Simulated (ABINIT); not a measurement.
Planning a run of ABINIT 10.8.3 on Be3N2 (P6_3/mmc). The input:

```
acell 3*1.0 Angstrom
rprim 
  2.841679226310 0.000000000023 0.000000000000
  -1.420839613175 2.460966399380 0.000000000000
  0.000000000000 0.000000000000 9.746841010000
ntypat 2
znucl 4 7
natom 10
typat 1 1 1 1 1 1 2 2 2 2
xred 
  0.333333333333 0.666666666667 0.078485970000
  0.666666666667 0.333333333333 0.578485970000
  0.666666666667 0.333333333333 0.921514030000
  0.333333333333 0.666666666667 0.421514030000
  0.000000000000 0.000000000000 0.250000000000
  0.000000000000 0.000000000000 0.750000000000
  0.000000000000 0.000000000000 0.000000000000
  0.000000000000 0.000000000000 0.500000000000
  0.333333333333 0.666666666667 0.250000000000
  0.666666666667 0.333333333333 0.750000000000
pp_dirpath "pseudos"
pseudos "Be.upf, N.upf"
ecut 38
ngkpt 3 3 1
nshiftk 1
shiftk 0 0 0
kptopt 1
chksymbreak 0
istwfk *1
occopt 1
irdwfk 1
optdriver 3
nband 167
ecuteps 4.8
inclvkb 2
awtr 1
symchi 1
gwcalctyp 2
nfreqre 16
freqremax 40 eV
nfreqim 8
spmeth 1
nomegasf 120
indata_prefix "in"
outdata_prefix "out"
tmpdata_prefix "tmp"
```

```sh
OMP_NUM_THREADS=1 mpirun -n 4 abinit run.abi > log
```

How long will it take on 4 MPI ranks of Arm Neoverse V2, shared host, and how much memory?

It took 17 s; on shared hardware allow 8.5 s to 34 s. Peak host memory was 1.1 GiB.

[Paths, hosts, dates, memory and timing lines, banners, echoed tables and standing remarks are left out of the program output.]

[Logs are printed without paths, hosts, clocks, repeated set-up lines and the standing remarks that a program may print on its own settings, such as how far it seeks lower states.]

[Runs of the session that timed out or met a known fault of the program may be left out.]

[Hosts, paths, dates, database ids (printed as entryN), source tags and the programs' standing remarks are cut or masked in the printed files.]

[G0W0 gaps are taken among the corrected bands and points alone; a level outside them can change the order at an edge.]

[Where Ansatz stands beside ABINIT at settings called matched, ABINIT's density can come from a denser mesh and the files from another edition; pairs whose starting gaps differed by over 0.03 eV were left out, so agreement reads better than it is.]
